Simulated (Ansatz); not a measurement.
# Quasiparticle gap of BaIBr (Pnma)

How far does one-shot GW move the r2SCAN gap of BaIBr (Pnma)?

Program: Ansatz 0.2.0. Level of theory: r2SCAN, then G0W0 on it, plane waves, PAW. Results are calculated unless marked as measured.

## 1. Starting point

The structure is orthorhombic, space group Pnma (No. 62). Conventional cell: a = 8.814 Å, b = 5.124 Å, c = 10.192 Å, α = 90.00°, β = 90.00°, γ = 90.00°. Ba has 4 Br at 3.31 to 3.34 Å and 5 I at 3.67 to 3.76 Å nearest. Nearest to I lie 5 Ba at 3.67 to 3.76 Å. Nearest to Br lie 4 Ba at 3.31 to 3.34 Å. Farther neighbours and most contacts between anions are not listed.

The cell and positions are those that the Materials Project relaxed with its own functionals (PBE, PBE+U or r2SCAN), kept fixed. Spin-orbit coupling is left out unless a step names it. The default PAW set here is soft_2. Its files were made with PBE.

## 2. The r2SCAN band structure

Levels along a band path and on the mesh show where this functional puts the band edges.

This step: DFT, r2SCAN, plane waves, PAW.

Contents of input.yaml:

```yaml
crystal:
  lattice:
    - [8.81446039, 0.0, 0.0]
    - [0.0, 5.12429103, 0.0]
    - [0.0, 0.0, 10.19167839]
  atoms:
    - { symbol: Ba, position: [0.72882454, 0.25, 0.37513703] }
    - { symbol: Ba, position: [0.27117546, 0.75, 0.62486297] }
    - { symbol: Ba, position: [0.77117546, 0.75, 0.87513703] }
    - { symbol: Ba, position: [0.22882454, 0.25, 0.12486297] }
    - { symbol: I, position: [0.47161056, 0.25, 0.83177655] }
    - { symbol: I, position: [0.52838944, 0.75, 0.16822345] }
    - { symbol: I, position: [0.02838944, 0.75, 0.33177655] }
    - { symbol: I, position: [0.97161056, 0.25, 0.66822345] }
    - { symbol: Br, position: [0.8564719, 0.25, 0.06668585] }
    - { symbol: Br, position: [0.1435281, 0.75, 0.93331415] }
    - { symbol: Br, position: [0.6435281, 0.75, 0.56668585] }
    - { symbol: Br, position: [0.3564719, 0.25, 0.43331415] }
kpoints:
  mp_grid: { grid: [4, 4, 2] }
  band_path:
    path:
      - [[0.0, 0.0, 0.0], [0.5, 0.0, 0.0], [0.5, 0.5, 0.0], [0.0, 0.5, 0.0], [0.0, 0.0, 0.0], [0.0, 0.0, 0.5], [0.5, 0.0, 0.5], [0.5, 0.5, 0.5], [0.0, 0.5, 0.5], [0.0, 0.0, 0.5]]
      - [[0.5, 0.0, 0.0], [0.5, 0.0, 0.5]]
      - [[0.0, 0.5, 0.0], [0.0, 0.5, 0.5]]
      - [[0.5, 0.5, 0.0], [0.5, 0.5, 0.5]]
    npoints: 10
hamiltonian:
  xc: r2scan
scf:
  occupations: { method: fermi_dirac, width: 0.02 }
  n_extra_bands: 8
output:
  eigenvalues: true
```

The run is started by

```
> ansatz run input.yaml --threads 16 --pin off --max-ram 82944MiB --backend cuda --events-out ev --progress --plain --runs-dir out --devices 1 --max-vram 78GiB
```

Numbers of over 12 decimals in the logs are rounded to 6 here.

What it wrote:

```text
scf.n_extra_bands = 8 over 68 filled bands (N_el = 136.0): the run solves 76 bands
GPUs: using 1 of 1 available (devices: 1).
Engine: ansatz 0.2.0, aarch64-unknown-linux-gnu
Pseudopotentials: kind: paw
Pseudopotential: Ba, paw, valence charge 10, recommended cutoff 500 eV (meta_gga), Ba.paw.azcp
Pseudopotential: I, paw, valence charge 17, recommended cutoff 500 eV (meta_gga), I.paw.azcp
Pseudopotential: Br, paw, valence charge 7, recommended cutoff 500 eV (meta_gga), Br.paw.azcp
Functional definition: r2SCAN
  parameter k0 = 0.174
  parameter k1 = 0.065
  parameter a1 = 4.9479
  exchange = r2scan_x(k0 = k0, k1 = k1, a1 = a1)
  correlation = r2scan_c
concurrent solve slots: 9 of 16 are kept, ahead of what memory takes: no pass of the eigensolver takes more rounds on 9
device memory: the entry about to start is reckoned to put 10.0 GiB on a device that reports 152.0 GiB free (of which the cap on the GPU budget leaves the run 78.0 GiB)
GPU FFT provider: cuFFT
GPU libraries: cuBLAS 13.8.1, cuFFT 12.4.0, cuSOLVER 12.3.2
GPU matrix products: emulated (plane waves: as basis.precision tells), large ones in fixed point in workspaces of 1.00 GiB
Crystal: 12 atoms, lattice volume = 460.336 Å³
Basis set: ecut = 500 eV, 11719 PW (Γ), exchange–correlation on 288×160×300 points (64 copies of the dense FFT grid, shifted against one another)
Bands: 76, of which v1, the nominal top of the filled ones, is band 68 counted from 1 (67 counted from 0)
Symmetry: 8 space group operations
Space group: Pnma (ITA 62), of the structure as read, at distance tolerance 7.7e-5 Å
k-points: 18 of 32
Non-local potential: Ba, projectors of the file, l = 0: 3, l = 1: 2, l = 2: 2, l = 3: 2
Non-local potential: I, projectors of the file, l = 0: 2, l = 1: 2, l = 2: 2, l = 3: 2
Non-local potential: Br, projectors of the file, l = 0: 2, l = 1: 2, l = 2: 2
PAW form: soft (Blöchl's): semilocal exchange-correlation on the pseudo side does not see the compensation charge
PAW frozen core: Ba, regenerated for the run's functional (the file was generated under x = pbe(κ = 0.804, μ = 0.219515), c = pbe(β = 0.066725))
PAW frozen core: I, regenerated for the run's functional (the file was generated under x = pbe(κ = 0.804, μ = 0.219515), c = pbe(β = 0.066725))
PAW frozen core: Br, regenerated for the run's functional (the file was generated under x = pbe(κ = 0.804, μ = 0.219515), c = pbe(β = 0.066725))
PAW one-centre angular grid: Ba, 302 points (default); XC on 160 Gauss nodes
PAW one-centre angular grid: I, 590 points (default); XC on 160 Gauss nodes
PAW one-centre angular grid: Br, 302 points (default); XC on 160 Gauss nodes
Initial density: superposition of atomic densities (neutral atoms: chi_scale 0, normalization atom), corrected by the library's trained network
Initial wavefunctions: pseudopotential atomic-orbital guess
GPU buffer pool allocated for 216000 grid points (all kernels)
GPU transforms: local potential and band sums: pruned to the plane-wave sphere, on 72×40×75
Functional: x = r2scan, c = r2scan; τ floored in thin density (d = 2e-4 eV/Å³)
SCF iter   1: F=—  HF=-65169.540236 eV  |F-HF|=—  |Δ(HF+E_count)|=         —  Δρ=3.47e-3  dr2=1.04e-1  dr2_τ=2.06e-2  ethr=1.77e-3  ⟨swp⟩=14.1  Hψ=7771  notcnv=0
preconditioner: auto → Resta (q_TF=auto, 2.227 Å⁻¹)  ε∞=3.0  [insulator: Δε(μ)=4.054 eV  Ē_g=11.612 eV  σ=0.020 eV  W_gap=1.00  n_scr=82 (ndim 8)  ℏωp=16.2 eV  f_vac=0.008  D(μ)=0.00/eV (n_scr^D=0)  ε∞_Penn≈3.0]
SCF iter   2: F=—  HF=-65169.670243 eV  |F-HF|=—  |Δ(HF+E_count)|=   1.30e-1  Δρ=1.62e-3  dr2=2.17e-2  dr2_τ=9.69e-4  ethr=7.61e-5  ⟨swp⟩=3.9  Hψ=2739  notcnv=0  defer=55
SCF iter   3: F=—  HF=-65169.666312 eV  |F-HF|=—  |Δ(HF+E_count)|=   3.93e-3  Δρ=3.76e-4  dr2=7.00e-4  dr2_τ=4.19e-5  ethr=1.60e-5  ⟨swp⟩=3.2  Hψ=2361  notcnv=0  defer=55
SCF iter   4: F=—  HF=-65169.666611 eV  |F-HF|=—  |Δ(HF+E_count)|=   2.99e-4  Δρ=9.24e-5  dr2=4.37e-5  dr2_τ=2.12e-6  ethr=5.15e-7  ⟨swp⟩=2.0  Hψ=2177  notcnv=0  defer=55
SCF iter   5: F=—  HF=-65169.666639 eV  |F-HF|=—  |Δ(HF+E_count)|=   2.77e-5  Δρ=2.54e-5  dr2=3.42e-6  dr2_τ=1.38e-7  ethr=3.22e-8  ⟨swp⟩=2.0  Hψ=2537  notcnv=0  defer=55
SCF iter   6: F=—  HF=-65169.666641 eV  |F-HF|=—  |Δ(HF+E_count)|=   2.81e-6  Δρ=4.91e-6  dr2=1.26e-7  dr2_τ=1.80e-8  ethr=2.51e-9  ⟨swp⟩=2.0  Hψ=2177  notcnv=0  defer=55
SCF iter   7: F=-65169.666642 eV  HF=-65169.666642 eV  |F-HF|=3.15e-9  |Δ(HF+E_count)|=   1.20e-7  Δρ=8.57e-7  dr2=4.27e-9  dr2_τ=1.42e-10  ethr=7.35e-11  ⟨swp⟩=12.2  Hψ=5092  notcnv=0
SCF 1 converged in 7 iterations: F = -65169.666642 eV  dr2 = 4.27e-9
  greatest PAW one-centre occupation: 0.999 electrons in one spin orbital (limit 2), on the I atom at site 5 (counted from 0), in its partial waves of l = 2
device memory: the entry about to start is reckoned to put 39.5 GiB on a device that reports 152.0 GiB free (of which the cap on the GPU budget leaves the run 78.0 GiB)
NSCF: frozen V_eff on 124 k-points, pencils in batches of 32, up to order 336
SCF converged after 7 iterations
Free energy (F): -65169.666642 eV
Harris-Foulkes:  -65169.666642 eV  (|F-HF|=3.15e-9)
Internal energy: -65169.666642 eV  (E = F + TS)
E sigma→0 (E₀):  -65169.666642 eV
Fermi energy:    6.734871 eV
--- Per-component energies (eV) ---
  E_band       = -1887.131327
  E_kinetic    = 1964.426075
  E_local      = -10540.533051  (includes V_loc(G=0)·N_el)
  E_nonlocal   = 141.197778
  E_hartree    = 4987.033903
  E_xc         = -2119.952472
  E_vxc        = -1611.826132  (∫ρ·V_xc dr)
  E_paw        = -49444.047126  (= ΣΔE_a)
  E_vpaw       = -1898.466285  (= ΣTr[D̂ρ^β])
  E_aug_tail   = -0.000124  (compensation charges beyond the density's cutoff)
  E_vtau       = 84.003437  (kinetic-family band-sum trace: ∫τ·v_τ [+ j·A + Jᵃ·Aᵃ] dr)
  E_ewald      = -10157.732725
  E_core_change = -0.058899  (= ΣΔE_core)
  E_smearing   = -0.000000  (= −TS)
  E_closure    = 0.000000  (closes the sum)
  Σ components = -65169.666642   (vs F -65169.666642, Δ=0.00e0)
--- Band table (eV; the first three rows and the last of 18) ---
  k-point 0: bands = [... 64 lower, 4.4190, 4.5392, 4.5993, 4.7360, 8.7285, 9.3709, 9.5144, 9.6159, ... 4 higher]
  k-point 1: bands = [... 64 lower, 4.3189, 4.3189, 4.4805, 4.4805, 9.2005, 9.2005, 9.4851, 9.4851, ... 4 higher]
  k-point 2: bands = [... 64 lower, 4.1712, 4.2887, 4.3614, 4.5310, 9.3028, 9.7584, 9.9015, 10.1027, ... 4 higher]
  k-point 17: bands = [... 64 lower, 4.3554, 4.3554, 4.3554, 4.3554, 10.3159, 10.3159, 10.3159, 10.3159, ... 4 higher]
```

The job ended after 3.2 s (1 × NVIDIA GB200 (shared by 2 runs) with 16 threads of Arm Neoverse V2, shared host; peak memory 1.7 GiB; 14 s of CPU time).

Reading the cycles: dr2 is the Hartree energy of the density residual (eV), the measure of convergence; HF is the Harris–Foulkes estimate of the energy, which meets the free energy F at convergence.

Numbers from this step:

```
filled bands         : 68
gap                  : 3.993 eV
valence top at       : Γ
conduction bottom at : Γ
least direct gap     : 3.993 eV
```

Over mesh and path the gap is 3.993 eV, direct, at k = Γ.

Electronic bands along the path, in eV, zero at the top of the highest nominally filled band:

```csv
point,band 65,band 66,band 67,band 68,band 69,band 70,band 71,band 72
Γ,-0.32,-0.20,-0.14,0.00,3.99,4.63,4.78,4.88
halfway,-0.42,-0.28,-0.24,-0.04,4.20,4.71,4.75,4.82
X,-0.48,-0.48,-0.14,-0.14,4.49,4.49,4.95,4.95
halfway,-0.37,-0.37,-0.29,-0.29,5.03,5.03,5.20,5.20
S,-0.42,-0.42,-0.42,-0.42,5.48,5.48,5.48,5.48
halfway,-0.50,-0.50,-0.42,-0.42,5.31,5.31,5.50,5.50
Y,-0.55,-0.55,-0.41,-0.41,5.26,5.26,5.38,5.38
halfway,-0.56,-0.45,-0.37,-0.20,4.57,5.02,5.17,5.37
Γ,-0.32,-0.20,-0.14,0.00,3.99,4.63,4.78,4.88
halfway,-0.40,-0.26,-0.20,-0.17,4.13,4.65,4.79,4.81
Z,-0.42,-0.42,-0.26,-0.26,4.46,4.46,4.75,4.75
halfway,-0.48,-0.48,-0.23,-0.23,4.58,4.58,4.87,4.87
U,-0.53,-0.53,-0.24,-0.24,4.82,4.82,4.96,4.96
halfway,-0.43,-0.43,-0.30,-0.30,5.00,5.00,5.18,5.18
R,-0.38,-0.38,-0.38,-0.38,5.58,5.58,5.58,5.58
halfway,-0.48,-0.48,-0.31,-0.31,5.40,5.40,5.49,5.49
T,-0.61,-0.61,-0.28,-0.28,5.27,5.27,5.41,5.41
halfway,-0.44,-0.44,-0.19,-0.19,4.93,4.93,5.22,5.22
Z,-0.42,-0.42,-0.26,-0.26,4.46,4.46,4.75,4.75
jump to X,-0.48,-0.48,-0.14,-0.14,4.49,4.49,4.95,4.95
halfway,-0.51,-0.51,-0.19,-0.19,4.60,4.60,4.98,4.98
U,-0.53,-0.53,-0.24,-0.24,4.82,4.82,4.96,4.96
jump to Y,-0.55,-0.55,-0.41,-0.41,5.26,5.26,5.38,5.38
halfway,-0.58,-0.58,-0.35,-0.35,5.30,5.30,5.33,5.33
T,-0.61,-0.61,-0.28,-0.28,5.27,5.27,5.41,5.41
jump to S,-0.42,-0.42,-0.42,-0.42,5.48,5.48,5.48,5.48
```

## 3. One-shot GW

G0W0 replaces the xc potential by a self-energy built once from the orbitals of the start. Levels are corrected in the window of bands that the input names, at points of the mesh.

This step: G0W0 on r2SCAN, plane waves, PAW.

Edit input.yaml of step 2 so:

```diff
@@ -19,16 +19,13 @@
 kpoints:
-  mp_grid: { grid: [4, 4, 2] }
-  band_path:
-    path:
-      - [[0.0, 0.0, 0.0], [0.5, 0.0, 0.0], [0.5, 0.5, 0.0], [0.0, 0.5, 0.0], [0.0, 0.0, 0.0], [0.0, 0.0, 0.5], [0.5, 0.0, 0.5], [0.5, 0.5, 0.5], [0.0, 0.5, 0.5], [0.0, 0.0, 0.5]]
-      - [[0.5, 0.0, 0.0], [0.5, 0.0, 0.5]]
-      - [[0.0, 0.5, 0.0], [0.0, 0.5, 0.5]]
-      - [[0.5, 0.5, 0.0], [0.5, 0.5, 0.5]]
-    npoints: 10
+  mp_grid: { grid: [2, 4, 2] }
 hamiltonian:
   xc: r2scan
+  pseudopotentials: { kind: paw, source: ansatz }
 scf:
-  occupations: { method: fermi_dirac, width: 0.02 }
-  n_extra_bands: 8
-output:
-  eigenvalues: true
+  occupations: { method: fixed }
+gw:
+  n_empty_bands: 2956
+  ecut_chi: 200.0
+  qp_bands: [v4, c4]
+  qp_kpoints: band_edges
+  screening: { model: contour_deformation }
```

What it wrote:

```text
GPUs: using 1 of 1 available (devices: 1).
[...]
Crystal: 12 atoms, lattice volume = 460.336 Å³
Basis set: ecut = 680 eV, 18563 PW (Γ), exchange–correlation on 432×256×500 points (64 copies of the dense FFT grid, shifted against one another)
Bands: 106, of which v1, the nominal top of the filled ones, is band 88 counted from 1 (87 counted from 0)
Symmetry: 8 space group operations
[...]
k-points: 12 of 16
[...]
SCF iter   1: F=—  HF=-78539.071079 eV  |F-HF|=—  |Δ(HF+E_count)|=         —  Δρ=4.86e-2  dr2=1.46e1  dr2_τ=8.05e-2  ethr=3.10e-3  ⟨swp⟩=6.8  Hψ=4811  notcnv=0  defer=166
[...]
SCF iter   9: F=-78533.709008 eV  HF=-78533.709008 eV  |F-HF|=9.75e-10  |Δ(HF+E_count)|=   1.77e-7  Δρ=1.65e-6  dr2=1.68e-8  dr2_τ=9.57e-10  ethr=5.68e-11  ⟨swp⟩=14.1  Hψ=6357  notcnv=0
SCF 1 converged in 9 iterations: F = -78533.709008 eV  dr2 = 1.68e-8
[...]
SCF converged after 9 iterations
[...]
4    92     10.7758    -6.0127    -3.8503   -10.3136  0.8288    11.2285    11.2264  root
     5    85      4.7871   -18.1608     1.6846   -15.1958  0.8008     3.4865     3.5067  root
     5    86      4.7871   -18.1608     1.6846   -15.1958  0.8008     3.4865     3.5067  root
     5    87      5.1196   -17.6780     1.5161   -14.8888  0.8034     3.8271     3.8467  root
     5    88      5.1196   -17.6780     1.5161   -14.8888  0.8034     3.8271     3.8467  root
     5    89     10.6662    -6.0062    -3.8288   -10.2988  0.8295    11.1321    11.1300  root
     5    90     10.6662    -6.0062    -3.8288   -10.2988  0.8295    11.1321    11.1300  root
     5    91     10.8026    -6.2731    -3.9170   -10.6915  0.8256    11.3066    11.3039  root
     5    92     10.8026    -6.2731    -3.9170   -10.6915  0.8256    11.3066    11.3039  root
     6    85      4.9161   -17.6220     1.5391   -14.8054  0.8030     3.6187     3.6386  root
     6    86      4.9161   -17.6220     1.5391   -14.8054  0.8030     3.6187     3.6386  root
     6    87      5.2587   -17.8379     1.4932   -15.0747  0.8043     3.9696     3.9887  root
     6    88      5.2587   -17.8379     1.4932   -15.0747  0.8043     3.9696     3.9887  root
     6    89      9.8901    -5.4305    -3.6383    -9.4745  0.8333    10.2974    10.2959  root
     6    90      9.8901    -5.4305    -3.6383    -9.4745  0.8333    10.2974    10.2959  root
     6    91     10.3412    -5.4896    -3.6608    -9.5659  0.8313    10.7583    10.7566  root
     6    92     10.3412    -5.4896    -3.6608    -9.5659  0.8313    10.7583    10.7566  root
     7    85      4.8689   -18.2293     1.6965   -15.2464  0.8007     3.5619     3.5825  root
     7    86      4.8689   -18.2293     1.6965   -15.2464  0.8007     3.5619     3.5825  root
     7    87      5.1575   -17.5592     1.4805   -14.8050  0.8041     3.8645     3.8839  root
     7    88      5.1575   -17.5592     1.4805   -14.8050  0.8041     3.8645     3.8839  root
     7    89     10.2126    -5.8013    -3.7493    -9.9918  0.8297    10.6558    10.6539  root
     7    90     10.2126    -5.8013    -3.7493    -9.9918  0.8297    10.6558    10.6539  root
     7    91     10.3540    -5.5267    -3.7032    -9.6559  0.8309    10.7819    10.7801  root
     7    92     10.3540    -5.5267    -3.7032    -9.6559  0.8309    10.7819    10.7801  root
     8    85      5.0268   -17.9069     1.5604   -15.0742  0.8031     3.7351     3.7546  root
     8    86      5.0268   -17.9069     1.5604   -15.0742  0.8031     3.7351     3.7546  root
     8    87      5.1037   -17.7423     1.5388   -14.9250  0.8033     3.8055     3.8253  root
     8    88      5.1037   -17.7423     1.5388   -14.9250  0.8033     3.8055     3.8253  root
     8    89     10.4274    -5.8223    -3.7950   -10.0833  0.8290    10.8955    10.8934  root
     8    90     10.4274    -5.8223    -3.7950   -10.0833  0.8290    10.8955    10.8934  root
     8    91     10.5931    -6.0117    -3.8731   -10.3594  0.8279    11.0700    11.0677  root
     8    92     10.5931    -6.0117    -3.8731   -10.3594  0.8279    11.0700    11.0677  root
     9    85      4.9698   -17.7302     1.5425   -14.9174  0.8031     3.6800     3.6995  root
     9    86      4.9698   -17.7302     1.5425   -14.9174  0.8031     3.6800     3.6995  root
     9    87      5.0974   -17.7690     1.5494   -14.9380  0.8030     3.7959     3.8159  root
     9    88      5.0974   -17.7690     1.5494   -14.9380  0.8030     3.7959     3.8159  root
     9    89     10.3938    -5.6895    -3.7305    -9.8579  0.8316    10.8335    10.8317  root
     9    90     10.3938    -5.6895    -3.7305    -9.8579  0.8316    10.8335    10.8317  root
     9    91     10.5748    -6.0265    -3.8579   -10.3634  0.8278    11.0562    11.0538  root
[...]
10    89     10.8728    -6.2332    -3.9225   -10.6210  0.8263    11.3404    11.3381  root
    10    90     10.8728    -6.2332    -3.9225   -10.6210  0.8263    11.3404    11.3381  root
    10    91     10.8728    -6.2332    -3.9225   -10.6210  0.8263    11.3404    11.3381  root
    10    92     10.8728    -6.2332    -3.9225   -10.6210  0.8263    11.3404    11.3381  root
    11    85      5.0158   -17.7697     1.5665   -14.9264  0.8026     3.7191     3.7390  root
    11    86      5.0158   -17.7697     1.5665   -14.9264  0.8026     3.7191     3.7390  root
    11    87      5.0158   -17.7697     1.5665   -14.9264  0.8026     3.7191     3.7390  root
    11    88      5.0158   -17.7697     1.5665   -14.9264  0.8026     3.7191     3.7390  root
    11    89     10.9759    -6.2449    -3.9296   -10.6640  0.8253    11.4679    11.4654  root
    11    90     10.9759    -6.2449    -3.9296   -10.6640  0.8253    11.4679    11.4654  root
    11    91     10.9759    -6.2449    -3.9296   -10.6640  0.8253    11.4679    11.4654  root
    11    92     10.9759    -6.2449    -3.9296   -10.6640  0.8253    11.4679    11.4654  root
```

Run time: 3.8 min. Hardware: 1 × NVIDIA GB200 (shared by 2 runs) with 16 threads; peak memory 29 GiB.

This step gave:

```
bands summed                                    : 3044
RPA ε∞ on this mesh (eigenvalues)               : 3.371, 3.372, 3.372
plane waves in the screening matrix             : 2985
q-points in the mesh                            : 16
G0W0 gap over the corrected points              : 5.636 eV
k of the valence top                            : 0, 0, 0
k of the conduction bottom                      : 0, 0, 0
starting gap on the mesh                        : 3.992 eV
Z at the valence top                            : 0.8053
Z at the conduction bottom                      : 0.8366
least direct G0W0 gap over the corrected points : 5.636 eV
```

Over all 12 irreducible mesh points the G0W0 gap is 5.636 eV, direct, at k = Γ. The r2SCAN gap of this run on the mesh is 3.992 eV. The two states that bound the G0W0 gap lie that far apart at the start, so the correction of the gap is 5.636 − 3.992 = +1.644 eV. The start of this run differs from the step before in mesh (4×4×2 and 2×4×2), files (soft_2 PAW and hard PAW) and plane-wave cutoff (500 eV and 680 eV). The program's warnings for this run: eigensolver not converged.

Labels follow the order of the start: v1 is the top filled band, c1 the lowest empty one; levels that stay degenerate share a row, the window can cut a multiplet, doubted levels are not marked in this list, bands outside the window were not corrected, and the list may be a part of the corrected levels. The levels before and after the correction (eV, zero at the valence-band top of each column):

```csv
,conduction bottom,valence top
Kohn-Sham,3.99,0.00
G0W0,5.64,0.00
```

```csv
,level,occupation,energy (eV)
Kohn-Sham,Γ v4,2,-0.317
Kohn-Sham,Γ v3,2,-0.197
Kohn-Sham,Γ v2,2,-0.137
Kohn-Sham,Γ v1,2,0.000
Kohn-Sham,Γ c1,0,3.992
Kohn-Sham,Γ c2,0,4.635
Kohn-Sham,Γ c3,0,4.778
Kohn-Sham,Γ c4,0,4.879
G0W0,Γ v4,2,-0.325
G0W0,Γ v3,2,-0.199
G0W0,Γ v2,2,-0.140
G0W0,Γ v1,2,0.000
G0W0,Γ c1,0,5.636
G0W0,Γ c2,0,6.306
G0W0,Γ c3,0,6.444
G0W0,Γ c4,0,6.383
```

The parts of the quasiparticle energy for the two states that bound the G0W0 gap, in eV on the run's own scale (QP = start + Σx + Σc − Vxc, with Σc at the quasiparticle energy):

```csv
edge,k,band,start,Σx,Σc,Vxc,Z,QP
valence top,Γ,88,5.396,−18.074,1.470,−15.341,0.805,4.133
conduction bottom,Γ,89,9.388,−5.073,−3.519,−8.973,0.837,9.769
```

(Continued in part 2 of 2.)

[Paths, hosts, dates, memory and timing lines, banners, echoed tables and standing remarks are left out of the program output.]

[Logs are printed without paths, hosts, clocks, repeated set-up lines and the standing remarks that a program may print on its own settings, such as how far it seeks lower states.]

[Runs of the session that timed out or met a known fault of the program may be left out.]

[Cells called generated may have been cut or substituted from an entry of the Crystallography Open Database or the Materials Project.]

[Hosts, paths, dates, database ids (printed as entryN), source tags and the programs' standing remarks are cut or masked in the printed files.]

[Where an RPA ε∞ is given, it is that of the G0W0 mesh and is not shown converged in it. Names of k-points follow the symmetry that the program found, which can be lower than the space group named. Band edges on a path are those of the sampled points; other points can move an edge, and change direct to indirect where valleys lie close.]

[Hybrid gaps are those of their k-mesh and are not shown converged in it.]
